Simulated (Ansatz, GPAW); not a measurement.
# Work function of a 2-layer slab of Fe(100) at several levels, part 3 of 3

Aim: the work function of both faces of a 2-layer slab of Fe(100), and its spread over functionals and bases.

GPAW 26.7.0 and Ansatz 0.2.0; GPAW, PAW setups; slab in vacuum (the session's first sound run).

So far, upper work function (eV): step 2 (relaxing the atoms, PBE, GPAW) 4.00; step 5 (OptPBE vdW: xc = "optPBE-vdW", GPAW, PAW setups, GPAW) 4.25; step 7 (self-consistent run: xc = "RPBE") 3.82; step 8 (real-space grid: mode = "fd", PBE, GPAW) 3.99; step 9 (atomic orbitals: mode = "lcao", PBE, GPAW) 3.36.

### Step 11. A second plane-wave code (continued)

Level of this step: Ansatz plane waves; slab in vacuum with a dipole correction (Ansatz).

Force by atom:

| atom | x (eV/Å) | y (eV/Å) | z (eV/Å) | size |
| --- | --- | --- | --- | --- |
| Fe1 | 0.000 | 0.000 | 0.116 | 0.116 |
| Fe2 | 0.000 | 0.000 | -0.115 | 0.115 |

Spin density in the ca plane at fractional y = 0.000, with atoms of Fe within 0.2 Å of it.

Ten even steps from '0' (0.0 e/Å³) to '9' (5.9 e/Å³), each cell a mean:
```
00000000000000000000002630000000000000000000
00000000000000000000000100000000000000000000
00000000000000000000000000000000000000000000
00000000000000000000000000000000000000000000
00000000000000000000000000000000000000000000
00000000000000000000000000000000000000000000
00000000000000000000001320000000000000000000
00000000000000000000003951000000000000000000
```
Columns run along c (17.4 Å), rows up along a (2.9 Å). Atoms in or near the plane, at fractional coordinates: Fe at (0.53, 0.00).

Electrostatic potential energy in the ca plane at fractional y = 0.000, with atoms of Fe within 0.2 Å of it. With pseudopotentials it is smooth inside the atoms' cores, unlike the true potential.

Ten even steps from '0' (-32 eV) to '9' (4 eV), each cell a mean:
```
99999999999999999999950002799999999999999999
99999999999999999999973015899999999999999999
99999999999999999999987678999999999999999999
99999999999999999999999889999999999999999999
99999999999999999999998889999999999999999999
99999999999999999999985347899999999999999999
99999999999999999999960003899999999999999999
99999999999999999999950001799999999999999999
```
Columns run along c (17.4 Å; values clipped at the 3rd and 97th percentile), rows up along a (2.9 Å). Atoms in or near the plane, at fractional coordinates: Fe at (0.53, 0.00).

Valence density in the ca plane at fractional y = 0.000, with atoms of Fe within 0.2 Å of it. It is the smooth field of the valence electrons, not physical close to the nuclei.

Values in e/Å³, 5 rows by 16 columns, each cell a mean:
```
 0  0  0  0  0  0  0  0  9  1  0  0  0  0  0  0
 0  0  0  0  0  0  0  0  1  0  0  0  0  0  0  0
 0  0  0  0  0  0  0  0  0  0  0  0  0  0  0  0
 0  0  0  0  0  0  0  0  1  0  0  0  0  0  0  0
 0  0  0  0  0  0  0  0 15  2  0  0  0  0  0  0
```
Columns run along c (17.4 Å), rows up along a (2.9 Å). Atoms in or near the plane, at fractional coordinates: Fe at (0.53, 0.00).

The upper face's work function is 3.990 eV, against 3.998 eV in the first plane-wave PBE run at this geometry.

### Step 12. Side by side

Results and costs are gathered.

This step: comparison of work functions, dipole and cost (GPAW 26.7.0).

Ladder, by row:

| step | code | work function, upper (eV) | work function, lower (eV) | dipole (e Å) | wall time (s) | peak memory (GiB) | threads |
| --- | --- | --- | --- | --- | --- | --- | --- |
| pw | GPAW | 3.998 | 3.998 | -1.62e-4 | 67.33 | 0.19 | 2 |
| vdW-DF2 | GPAW | 4.509 | 4.509 | -1.49e-4 | 381.8 | 0.29 | 2 |
| optPBE-vdW | GPAW | 4.249 | 4.249 | -1.47e-4 | 81.66 | 0.28 | 2 |
| RPBE | GPAW | 3.819 | 3.819 | -1.56e-4 | 66.97 | 0.19 | 2 |
| fd | GPAW | 3.994 | 3.994 | -3.26e-6 | 378.4 | 0.48 | 2 |
| lcao | GPAW | 3.363 | 3.363 | -3.86e-6 | 169.6 | 0.23 | 2 |
| ansatz | Ansatz | 3.99 | 3.99 | -2.01e-5 | 28.56 | 0.408 | 2 |

### Step 13. A changed run

One more run, with changed settings.

This step: GPAW, PAW setups; slab in vacuum (GPAW 26.7.0).

Input file run.py:

```python
import json
import numpy as np
from ase import Atoms
from gpaw import GPAW, PW

slab = Atoms(
    ['Fe', 'Fe'],
    positions=[
        [1.43500, 1.43500, 8.00000],
        [0.00000, 0.00000, 9.30211]],
    cell=[[2.87, 0.0, 0.0], [0.0, 2.87, 0.0], [0.0, 0.0, 17.435]],
    pbc=[True, True, False],
    magmoms=[2.5, 2.5])

slab.calc = GPAW(mode=PW(400), xc='PBE', kpts={'size': (11, 11, 1), 'gamma': True},
                 occupations={'name': 'fermi-dirac', 'width': 0.1}, nbands='140%',
                 convergence={'density': 1e-05}, maxiter=6,
                 poissonsolver={'dipolelayer': 'xy'},
                 symmetry={'tolerance': 1e-3}, txt='slab.txt')
result = {}
energy = slab.get_potential_energy()
fermi = slab.calc.get_fermi_level()
v = slab.calc.get_electrostatic_potential().mean((0, 1)) - fermi
n = slab.calc.get_pseudo_density().mean((0, 1))
L = slab.cell[2, 2]
z = np.arange(len(v)) * L / len(v)
low, high = slab.positions[:, 2].min(), slab.positions[:, 2].max()
below, above = np.interp([low - 5.8, high + 5.8], z, v)
slopes = [np.interp(x, z, np.gradient(v, z)) for x in (low - 5.8, high + 5.8)]
eps = np.array([[slab.calc.get_eigenvalues(k, s) for k in range(len(slab.calc.get_ibz_k_points()))]
                for s in range(slab.calc.get_number_of_spins())]) - fermi
top, bottom = eps[eps < 0].max(), eps[eps > 0].min()
dipole = slab.get_dipole_moment()[2]
print(f'energy {energy:.4f} eV, Fermi level {fermi:.4f} eV, dipole {dipole:.5f} e A')
print(f'potential 5.8 A off the faces, from the Fermi level: lower {below:.4f} eV, upper {above:.4f} eV')
print(f'slope of the potential there: lower {slopes[0]:.5f}, upper {slopes[1]:.5f} eV/A')
print(f'nearest levels on the mesh: {top:.4f} and {bottom:.4f} eV')
print('magnetic moment', round(slab.get_magnetic_moment(), 3))
result.update(energy=energy, fermi=fermi, dipole=dipole, below=below, above=above, slopes=slopes, edges=[top, bottom],
              z=z.tolist(), v=v.tolist(), n=n.tolist(), positions=slab.positions.tolist(),
              forces=slab.get_forces(apply_constraint=False).tolist(), moments=slab.get_magnetic_moments().tolist())
json.dump(result, open('result.json', 'w'))
```

Launch:

```
> OMP_NUM_THREADS=1 OPENBLAS_NUM_THREADS=2 python run.py
```

Numbers of over 12 decimals in the logs are rounded to 6 here.

The log of the run:

```text
gpaw.KohnShamConvergenceError
```

Elapsed: 25 s, on 2 threads of Arm Neoverse N1, shared host; peak memory 0.19 GiB.

The run stopped without converging, so none of its numbers is a property of the system.

The fault put into the input: too few SCF iterations (maxiter = 6).

### Step 14. Results

| Property | Result |
| --- | --- |
| work function, both faces | 4.00 eV |
| dipole along the normal | -1.6e-4 e Å, near the numerical noise |

What this shows: With plane waves and PBE the work function is 4.00 eV on the upper face and 4.00 eV on the lower. Over the sound runs of the table the upper face's work function spans 3.363 (lcao) to 4.509 eV (vdW-DF2). Atomic orbitals miss the plane-wave value by -0.64 eV, since they describe the tail of the density in the vacuum poorly. The two plane-wave codes differ by 0.0078 eV on the upper face. One magnetic start was tried; another order may lie lower. The slab is only 1.3 Å thick between its outer nuclei, so the values belong to this film more than to the surface of the bulk metal. The in-plane lattice was kept as typed, which isn't the functional's own and leaves some strain; spin-orbit coupling and temperature are left out.

[Logs are printed without paths, hosts, clocks, repeated set-up lines and the standing remarks that a program may print on its own settings, such as how far it seeks lower states.]

[Hosts, paths, dates, database ids (printed as entryN), source tags and the programs' standing remarks are cut or masked in the printed files.]
